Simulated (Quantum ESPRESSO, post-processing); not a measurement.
# Zr(0001), 4 layers: vacuum convergence, part 3 of 3

Aim: how far one choice must go before the vacuum level and the energy of Zr(0001), 4 layers stand still, and what it costs.

Quantum ESPRESSO 7.5; plane-wave DFT, PBE, GBRV ultrasoft pseudopotentials.

So far. Step 9 (Electrostatic potential): Counted from each run's own zero (the Fermi level), the vacuum level differs from the first run's by -5 meV. Step 11 (Potential by pp.x): Counted from each run's own zero (the Fermi level), the vacuum level differs from the first run's by -5 meV.

### Step 12. SCF with pw.x: 8 Å of vacuum

c10.in

```
&control
  prefix = 'c10'
  outdir = './out'
  pseudo_dir = './pseudo'
  calculation = 'scf'
  tprnfor = .true.
/
&system
  ibrav = 0
  nat = 4
  ntyp = 1
  ecutwfc = 40
  ecutrho = 200
  occupations = 'smearing'
  smearing = 'mv'
  degauss = 0.02
/
&electrons
  conv_thr = 1e-07
  mixing_beta = 0.4
  electron_maxstep = 120
  mixing_mode = 'local-TF'
/
ATOMIC_SPECIES
  Zr  91.2240  zr_pbe_v1.uspp.F.UPF
CELL_PARAMETERS angstrom
  3.23000000000000 0.00000000000000 0.00000000000000
  1.61500000000000 2.79726205422374 0.00000000000000
  0.00000000000000 0.00000000000000 15.71808500000000
ATOMIC_POSITIONS crystal
  Zr  0.666666666700 0.666666666700 0.254483927272
  Zr  0.000000000000 0.000000000000 0.418161309091
  Zr  0.666666666700 0.666666666700 0.581838690909
  Zr  0.000000000000 0.000000000000 0.745516072728
K_POINTS automatic
  12 12 1 0 0 0
```

Launch:

```
> OMP_NUM_THREADS=1 mpirun -n 4 pw.x -nk 4 -in c10.in > c10.out
```

Output:

```text
[banner, memory and clock lines left out]
Program PWSCF v.7.5 starts
[...]
Message from routine setup:
[...]
number of electrons       =        48.00
     number of Kohn-Sham states=           29
     kinetic-energy cutoff     =      40.0000  Ry
     charge density cutoff     =     200.0000  Ry
[...]
number of k points=    19  Marzari-Vanderbilt smearing, width (Ry)=  0.0200
[...]
Dense  grid:    45775 G-vectors     FFT dimensions: (  27,  27, 135)
[...]
negative rho (up, down):  2.273E-01 0.000E+00
     Starting wfcs are   52 randomized atomic wfcs
[...]
negative rho (up, down):  2.272E-01 0.000E+00
[...]
estimated scf accuracy    <       3.89079743 Ry
[...]
negative rho (up, down):  2.275E-01 0.000E+00
[...]
estimated scf accuracy    <       0.95669716 Ry
[...]
negative rho (up, down):  2.297E-01 0.000E+00
[...]
estimated scf accuracy    <       0.13059772 Ry
[...]
negative rho (up, down):  2.310E-01 0.000E+00
[...]
estimated scf accuracy    <       0.08923771 Ry
[...]
negative rho (up, down):  2.312E-01 0.000E+00
[...]
estimated scf accuracy    <       0.06820398 Ry
[...]
negative rho (up, down):  2.321E-01 0.000E+00
[...]
estimated scf accuracy    <       0.03690446 Ry
[...]
negative rho (up, down):  2.322E-01 0.000E+00
[...]
estimated scf accuracy    <       0.00829119 Ry
[...]
negative rho (up, down):  2.314E-01 0.000E+00
[...]
estimated scf accuracy    <       0.00056436 Ry
[...]
negative rho (up, down):  2.314E-01 0.000E+00
[...]
estimated scf accuracy    <       0.00401872 Ry
[...]
negative rho (up, down):  2.313E-01 0.000E+00
[...]
estimated scf accuracy    <       0.00029352 Ry
[...]
negative rho (up, down):  2.313E-01 0.000E+00
[...]
estimated scf accuracy    <       0.00015151 Ry
[...]
negative rho (up, down):  2.314E-01 0.000E+00
[...]
estimated scf accuracy    <       0.00000113 Ry
[...]
negative rho (up, down):  2.314E-01 0.000E+00
[...]
estimated scf accuracy    <       0.00000306 Ry
[...]
negative rho (up, down):  2.314E-01 0.000E+00
[...]
estimated scf accuracy    <       0.00000542 Ry
[...]
negative rho (up, down):  2.314E-01 0.000E+00
[...]
estimated scf accuracy    <       0.00000023 Ry
[...]
negative rho (up, down):  2.314E-01 0.000E+00
[...]
estimated scf accuracy    <       0.00000030 Ry
[...]
negative rho (up, down):  2.314E-01 0.000E+00
[...]
estimated scf accuracy    <       0.00000020 Ry
[...]
negative rho (up, down):  2.314E-01 0.000E+00
[...]
the Fermi energy is     8.0295 ev
!    total energy              =    -396.47225696 Ry
     estimated scf accuracy    <          3.0E-10 Ry
     smearing contrib. (-TS)   =      -0.00324633 Ry
     internal energy E=F+TS    =    -396.46901063 Ry
[...]
one-electron contribution =    -642.88291736 Ry
     hartree contribution      =     329.09441428 Ry
     xc contribution           =     -70.87069810 Ry
     ewald contribution        =     -11.80980944 Ry
     convergence has been achieved in  18 iterations
     negative rho (up, down):  2.314E-01 0.000E+00
[...]
Total force =     0.041431     Total SCF correction =     0.000009
[...]
```

Run time: 24 s. Hardware: 4 MPI ranks of Arm Neoverse V1, shared host; peak memory 0.43 GiB; 94 s of CPU time.

Read from the output:

- free energy: -5394.2799 eV
- Fermi energy: 8.030 eV

The program's own clock; routines nest. Time by routine:

| routine | wall time (s) | calls |
| --- | --- | --- |
| PWSCF | 23 | 1 |
| electrons | 21.78 | 1 |
| c_bands | 15.9 | 18 |
| cegterg | 14.52 | 90 |
| h_psi | 11.69 | 347 |
| fftw | 11.23 | 14770 |
| vloc_psi | 10.02 | 347 |
| sum_band | 3.29 | 18 |
| mix_rho | 1.36 | 18 |
| calbec | 1.21 | 457 |
| init_run | 0.93 | 1 |
| ffts | 0.9 | 688 |
| add_vuspsi | 0.83 | 347 |
| s_psi | 0.82 | 347 |

### Step 13. Potential by pp.x

c10.pot.in

```
&inputpp
  prefix = 'c10'
  outdir = './out'
  filplot = 'c10.pot.dat'
  plot_num = 11
/
```

Launch:

```
> OMP_NUM_THREADS=1 mpirun -n 4 pp.x -in c10.pot.in > c10.pot.out
```

Wall time 0.77 s (4 MPI ranks); peak memory 0.11 GiB; 2.8 s of CPU time.

This step gave:

| Quantity | Value |
| --- | --- |
| potential in the middle of the vacuum, over the Fermi level | 4.166 eV |

Counted from each run's own zero (the Fermi level), the vacuum level differs from the first run's by -1 meV.

### Step 14. The series side by side

All levels:

| level | vacuum level over the Fermi level (eV) | its change from the first (meV) | energy from the first (meV an atom) | SCF iterations | wall time (s) | peak memory (GiB) | CPU time (s) |
| --- | --- | --- | --- | --- | --- | --- | --- |
| 24 Å of vacuum | 4.167 | 0 | 0 | 20 | 66.94 | 0.67 | 267.4 |
| 18 Å of vacuum | 4.166 | -1.083 | -0.002347 | 18 | 46.08 | 0.45 | 184 |
| 14 Å of vacuum | 4.167 | -0.4039 | -0.002177 | 19 | 40.28 | 0.54 | 160.8 |
| 12 Å of vacuum | 4.162 | -4.631 | -0.006905 | 17 | 32.98 | 0.38 | 131.6 |
| 10 Å of vacuum | 4.163 | -4.523 | -0.06524 | 16 | 26.48 | 0.41 | 105.6 |
| 8 Å of vacuum | 4.166 | -1.087 | -0.8939 | 18 | 23.54 | 0.43 | 93.88 |

### Step 15. What came out

```yaml
vacuum_level_over_the_fermi_level_24_a_of_vacuum: 4.167 eV
cheapest_step_of_the_main_series_that_with_all_steps_before_it_keeps_the_vacuum_level_within_20_mev_of_the_first: 8 Å of vacuum: -1 meV, 94 s of CPU time against 4.5 min
setting_with_the_largest_shift_of_the_level: 12 Å of vacuum: -5 meV
```

The cheapest step of the main series that, with all steps before it, keeps the vacuum level within 20 meV of the first is 8 Å of vacuum: -1 meV, 94 s of CPU time against 4.5 min. Over the series the energy moves by up to 0.894 meV an atom and the vacuum level by up to 5 meV. The level is read in the middle of the vacuum, where a short gap still holds the tails of both faces. The times come from a shared host and are rough. Peak memory is sampled during the run and can miss the peak. The geometry is as built, not relaxed.

[Logs are printed without paths, hosts, clocks, repeated set-up lines and the standing remarks that a program may print on its own settings, such as how far it seeks lower states.]

[Hosts, paths, dates, database ids (printed as entryN), source tags and the programs' standing remarks are cut or masked in the printed files.]

[Maps of the electrostatic potential energy from Ansatz leave out the sawtooth potential of an applied field or a dipole correction, so their vacuum need not be flat; planar profiles and work functions include it.]
